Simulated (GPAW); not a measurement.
# Work function of CO/Cu(111) at several levels, part 2 of 2

Wanted: work functions and dipole of CO/Cu(111), with the cost of each level.

GPAW 26.7.0; GPAW, PAW setups; slab in vacuum, relaxation (the session's first sound run).

So far, upper work function (eV): step 2 (relaxation, PBE, GPAW) 6.70; step 4 (OptPBE vdW: xc = "optPBE-vdW", GPAW, PAW setups, GPAW) 6.95; step 5 (self-consistent run: xc = "RPBE") 6.53; step 6 (self-consistent run: xc = "LDA") 7.12; step 7 (self-consistent run: xc = "revPBE") 6.55.

## 8. Self-consistent run: xc = "vdW-DF2"

The same geometry under vdW-DF2, to see how far the functional moves the levels against the vacuum (the van der Waals functionals take revPBE setups).

run.py reads:

```python
import json
import numpy as np
from ase import Atoms
from gpaw import GPAW, PW

slab = Atoms(
    ['Cu', 'Cu', 'Cu', 'Cu', 'C', 'O'],
    positions=[
        [0.00000, 0.00000, 8.00000],
        [1.27633, 0.73689, 10.08423],
        [2.55266, 1.47378, 12.19228],
        [-0.00000, -0.00000, 14.33276],
        [2.55266, 1.47378, 15.81320],
        [2.55266, 1.47378, 16.97751]],
    cell=[[2.55266, 0.0, 0.0], [1.27633, 2.21066, 0.0], [0.0, 0.0, 24.88049]],
    pbc=[True, True, False])

slab.calc = GPAW(mode=PW(500), xc='vdW-DF2', kpts={'size': (14, 14, 1), 'gamma': True},
                 occupations={'name': 'fermi-dirac', 'width': 0.1}, nbands='160%',
                 convergence={'density': 1e-05}, maxiter=200,
                 poissonsolver={'dipolelayer': 'xy'},
                 symmetry={'tolerance': 1e-3}, txt='slab.txt')
result = {}
energy = slab.get_potential_energy()
fermi = slab.calc.get_fermi_level()
v = slab.calc.get_electrostatic_potential().mean((0, 1)) - fermi
n = slab.calc.get_pseudo_density().mean((0, 1))
L = slab.cell[2, 2]
z = np.arange(len(v)) * L / len(v)
low, high = slab.positions[:, 2].min(), slab.positions[:, 2].max()
below, above = np.interp([low - 5.8, high + 5.8], z, v)
slopes = [np.interp(x, z, np.gradient(v, z)) for x in (low - 5.8, high + 5.8)]
eps = np.array([[slab.calc.get_eigenvalues(k, s) for k in range(len(slab.calc.get_ibz_k_points()))]
                for s in range(slab.calc.get_number_of_spins())]) - fermi
top, bottom = eps[eps < 0].max(), eps[eps > 0].min()
dipole = slab.get_dipole_moment()[2]
print(f'energy {energy:.4f} eV, Fermi level {fermi:.4f} eV, dipole {dipole:.5f} e A')
print(f'potential 5.8 A off the faces, from the Fermi level: lower {below:.4f} eV, upper {above:.4f} eV')
print(f'slope of the potential there: lower {slopes[0]:.5f}, upper {slopes[1]:.5f} eV/A')
print(f'nearest levels on the mesh: {top:.4f} and {bottom:.4f} eV')
print('magnetic moment', round(slab.get_magnetic_moment(), 3))
result.update(energy=energy, fermi=fermi, dipole=dipole, below=below, above=above, slopes=slopes, edges=[top, bottom],
              z=z.tolist(), v=v.tolist(), n=n.tolist(), positions=slab.positions.tolist(),
              forces=slab.get_forces(apply_constraint=False).tolist(), moments=slab.get_magnetic_moments().tolist())
json.dump(result, open('result.json', 'w'))
```

Started as:

```console
$ OMP_NUM_THREADS=1 OPENBLAS_NUM_THREADS=1 python run.py
```

What it wrote:

```text
energy -269.2830 eV, Fermi level 0.0895 eV, dipole -0.06513 e A
potential 5.8 A off the faces, from the Fermi level: lower 5.1415 eV, upper 7.2217 eV
slope of the potential there: lower -0.00263, upper -0.00094 eV/A
nearest levels on the mesh: -0.0040 and 0.0029 eV
magnetic moment 0.0
```

The job ended after 11 min (1 thread of Arm Neoverse V2, shared host; peak memory 0.4 GiB).

This step gave:

| Item | Value |
| --- | --- |
| dipole along the normal | -0.06513 e·Å |
| levels nearest the Fermi level on the mesh | -0.003979, 0.002936 eV from the Fermi level |
| upper work function | 7.222 eV |
| lower work function | 5.142 eV |

The electrostatic potential energy of an electron (without an applied field's), less the Fermi level, planar mean oscillates, so the rows of the table below give means over windows of 2.03 Å about each position, cut where the curve ends. Its maxima inside the range that stand out by 2 % of the span (Å: eV): 9.0: -0.330, 11.2: -0.210, 13.3: -0.215, 15.2: -4.37, 16.4: -3.11, 21.1: 7.22. Its minima: 8.0: -18.9, 10.0: -19.0, 12.2: -19.1, 14.4: -20.1, 15.8: -16.8, 17.0: -13.4.

Table of electrostatic potential energy of an electron (without an applied field's), less the Fermi level, planar mean by z; means over each step:

| z (Å) | electrostatic potential energy of an electron (without an applied field's), less the Fermi level, planar mean (eV) |
| --- | --- |
| 1.01 | 5.24 |
| 3.04 | 5.14 |
| 5.08 | 5.04 |
| 7.11 | -3.35 |
| 9.14 | -7.95 |
| 11.17 | -7.73 |
| 13.20 | -7.71 |
| 15.23 | -11.6 |
| 17.26 | -1.58 |
| 19.29 | 7.20 |
| 21.32 | 7.22 |
| 23.35 | 7.22 |

The upper face's work function is 7.222 eV, against 6.704 eV in the first plane-wave PBE run at this geometry.

## 9. Real-space grid: mode = "fd"

A real-space grid is a second complete basis, so it checks the plane-wave result.

run.py: that of step 8 with these lines changed.

```diff
@@ -3,3 +3,3 @@
 from ase import Atoms
-from gpaw import GPAW, PW
+from gpaw import GPAW
 
@@ -17,3 +17,3 @@
 
-slab.calc = GPAW(mode=PW(500), xc='vdW-DF2', kpts={'size': (14, 14, 1), 'gamma': True},
+slab.calc = GPAW(mode='fd', h=0.18, xc='PBE', kpts={'size': (14, 14, 1), 'gamma': True},
                  occupations={'name': 'fermi-dirac', 'width': 0.1}, nbands='160%',
```

What it wrote:

```text
energy -29.1876 eV, Fermi level -5.7719 eV, dipole -0.06063 e A
potential 5.8 A off the faces, from the Fermi level: lower 4.7905 eV, upper 6.7534 eV
slope of the potential there: lower -0.00008, upper 0.00003 eV/A
nearest levels on the mesh: -0.0376 and 0.0116 eV
magnetic moment 0.0
```

Wall time 11 min (1 thread); peak memory 0.65 GiB.

This step gave:

- dipole along the normal: -0.06063 e·Å
- levels nearest the Fermi level on the mesh: -0.03756, 0.01160 eV from the Fermi level
- upper work function: 6.753 eV
- lower work function: 4.790 eV

The electrostatic potential energy of an electron (without an applied field's), less the Fermi level, planar mean by z:

```csv
z (Å),"electrostatic potential energy of an electron (without an applied field's), less the Fermi level, planar mean (eV)"
0.0,5.77
0.5,4.79
1.0,4.79
1.5,4.79
2.0,4.79
2.5,4.79
3.0,4.79
3.5,4.79
4.0,4.79
4.5,4.78
5.0,4.77
5.5,4.72
6.0,4.54
6.5,3.89
7.0,1.53
7.5,-7.03
8.0,-18.9
8.5,-7.08
9.0,-0.0479
9.5,-5.11
10.0,-18.4
10.5,-9.70
11.0,-0.294
11.5,-2.88
12.0,-16.4
12.5,-13.1
13.0,-1.23
13.5,-1.27
14.0,-13.2
14.5,-18.2
15.0,-5.43
15.5,-9.30
16.0,-13.0
16.5,-3.32
17.0,-13.2
17.5,2.43
18.0,6.23
18.5,6.69
19.0,6.75
19.5,6.75
20.0,6.75
20.5,6.75
21.0,6.75
21.5,6.75
22.0,6.75
22.5,6.75
23.0,6.75
23.5,6.75
24.0,6.75
24.5,6.75
```

The upper face's work function is 6.753 eV, against 6.704 eV in the first plane-wave PBE run at this geometry.

## 10. Atomic orbitals: mode = "lcao"

Atom-centred orbitals end a few angstrom from the surface, which tests how much the density's tail matters.

run.py: that of step 9 with these lines changed.

```diff
@@ -17,4 +17,4 @@
 
-slab.calc = GPAW(mode='fd', h=0.18, xc='PBE', kpts={'size': (14, 14, 1), 'gamma': True},
-                 occupations={'name': 'fermi-dirac', 'width': 0.1}, nbands='160%',
+slab.calc = GPAW(mode='lcao', basis='dzp', h=0.18, xc='PBE', kpts={'size': (14, 14, 1), 'gamma': True},
+                 occupations={'name': 'fermi-dirac', 'width': 0.1}, nbands='120%',
                  convergence={'density': 1e-05}, maxiter=200,
```

What it wrote:

```text
energy -26.4982 eV, Fermi level -5.3361 eV, dipole -0.05965 e A
potential 5.8 A off the faces, from the Fermi level: lower 4.3705 eV, upper 6.3017 eV
slope of the potential there: lower 0.00000, upper 0.00000 eV/A
nearest levels on the mesh: -0.0431 and 0.0272 eV
magnetic moment 0.0
```

Run time: 2.9 min. Hardware: 1 thread; peak memory 0.26 GiB.

This step gave:

| Quantity | Value |
| --- | --- |
| dipole along the normal | -0.05965 e·Å |
| levels nearest the Fermi level on the mesh | -0.04309, 0.02723 eV from the Fermi level |
| upper work function | 6.302 eV |
| lower work function | 4.370 eV |

The upper face's work function is 6.302 eV, against 6.704 eV in the first plane-wave PBE run at this geometry.

## 11. All levels side by side

Times are for 1 thread of Arm Neoverse V2, shared host. The runs compared:

```
no.         run  upper work function (eV)  lower work function (eV)     time  memory (GiB)
  1          pw                     6.704                     4.800  3.3 min          0.25
  2  optPBE vdW                     6.952                     4.940  3.4 min          0.39
  3        RPBE                     6.534                     4.627  3.2 min          0.25
  4         LDA                     7.116                     5.161  3.6 min          0.25
  5      revPBE                     6.547                     4.652    3 min          0.25
  6     vdW DF2                     7.222                     5.142   11 min           0.4
  7          fd                     6.753                     4.790   11 min          0.65
  8        lcao                     6.302                     4.370  2.9 min          0.26
```

## 12. Side by side

Results and costs are gathered.

This step: comparison of work functions, dipole and cost (GPAW 26.7.0).

Ladder, by row:

| step | code | work function, upper (eV) | work function, lower (eV) | dipole (e Å) | wall time (s) | peak memory (GiB) | threads |
| --- | --- | --- | --- | --- | --- | --- | --- |
| pw | GPAW | 6.704 | 4.8 | -0.05966 | 198 | 0.25 | 1 |
| optPBE-vdW | GPAW | 6.952 | 4.94 | -0.06304 | 204 | 0.39 | 1 |
| RPBE | GPAW | 6.534 | 4.627 | -0.05974 | 192 | 0.25 | 1 |
| LDA | GPAW | 7.116 | 5.161 | -0.06129 | 215.1 | 0.25 | 1 |
| revPBE | GPAW | 6.547 | 4.652 | -0.05937 | 180.6 | 0.25 | 1 |
| vdW-DF2 | GPAW | 7.222 | 5.142 | -0.06513 | 677.5 | 0.4 | 1 |
| fd | GPAW | 6.753 | 4.79 | -0.06063 | 656.1 | 0.65 | 1 |
| lcao | GPAW | 6.302 | 4.37 | -0.05965 | 175.1 | 0.26 | 1 |

## 13. A changed run

One more run, with changed settings.

This step: GPAW, PAW setups; slab in vacuum (GPAW 26.7.0).

run.py: that of step 10 with these lines changed.

```diff
@@ -3,3 +3,3 @@
 from ase import Atoms
-from gpaw import GPAW
+from gpaw import GPAW, PW
 
@@ -17,5 +17,5 @@
 
-slab.calc = GPAW(mode='lcao', basis='dzp', h=0.18, xc='PBE', kpts={'size': (14, 14, 1), 'gamma': True},
-                 occupations={'name': 'fermi-dirac', 'width': 0.1}, nbands='120%',
-                 convergence={'density': 1e-05}, maxiter=200,
+slab.calc = GPAW(mode=PW(500), xc='PBE', kpts={'size': (14, 14, 1), 'gamma': True},
+                 occupations={'name': 'fermi-dirac', 'width': 0.1}, nbands='160%',
+                 convergence={'density': 1e-05}, maxiter=100,
                  poissonsolver={'dipolelayer': 'xy'},
@@ -30,4 +30,4 @@
 low, high = slab.positions[:, 2].min(), slab.positions[:, 2].max()
-below, above = np.interp([low - 5.8, high + 5.8], z, v)
-slopes = [np.interp(x, z, np.gradient(v, z)) for x in (low - 5.8, high + 5.8)]
+below, above = np.interp([low - 1.0, high + 1.0], z, v)
+slopes = [np.interp(x, z, np.gradient(v, z)) for x in (low - 1.0, high + 1.0)]
 eps = np.array([[slab.calc.get_eigenvalues(k, s) for k in range(len(slab.calc.get_ibz_k_points()))]
@@ -37,3 +37,3 @@
 print(f'energy {energy:.4f} eV, Fermi level {fermi:.4f} eV, dipole {dipole:.5f} e A')
-print(f'potential 5.8 A off the faces, from the Fermi level: lower {below:.4f} eV, upper {above:.4f} eV')
+print(f'potential 1.0 A off the faces, from the Fermi level: lower {below:.4f} eV, upper {above:.4f} eV')
 print(f'slope of the potential there: lower {slopes[0]:.5f}, upper {slopes[1]:.5f} eV/A')
```

What it wrote:

```text
energy -28.0002 eV, Fermi level 0.2927 eV, dipole -0.05966 e A
potential 1.0 A off the faces, from the Fermi level: lower 1.5456 eV, upper 6.1338 eV
slope of the potential there: lower -8.47348, upper 2.48136 eV/A
nearest levels on the mesh: -0.0416 and 0.0120 eV
magnetic moment 0.0
```

Elapsed: 3.3 min, on 1 thread; peak memory 0.25 GiB.

The run finished. A setting was moved off its sound value on purpose, so it serves as a test and not as the result.

The fault put into the input: the potential probed 1 A off the face (probe = 1.0).

## 14. Outcome

```
work function, upper and lower face : 6.704 and 4.800 eV
dipole along the normal             : -0.0597 e Å
```

With plane waves and PBE the work function is 6.70 eV on the upper face and 4.80 eV on the lower. The two faces differ by 1.9 eV, the step that the slab's dipole makes (e p/(ε0 A) gives 1.9 eV), so the dipole layer is needed. Over the sound runs of the table the upper face's work function spans 6.302 (lcao) to 7.222 eV (vdW-DF2). Atomic orbitals miss the plane-wave value by -0.40 eV, since they describe the tail of the density in the vacuum poorly. The cell of 5.64 Å² holds one CO, started on one chosen site; other sites and coverages weren't tried. The in-plane lattice was kept as typed, which isn't the functional's own and leaves some strain; spin-orbit coupling and temperature are left out.

[Logs are printed without paths, hosts, clocks, repeated set-up lines and the standing remarks that a program may print on its own settings, such as how far it seeks lower states.]

[Hosts, paths, dates, database ids (printed as entryN), source tags and the programs' standing remarks are cut or masked in the printed files.]
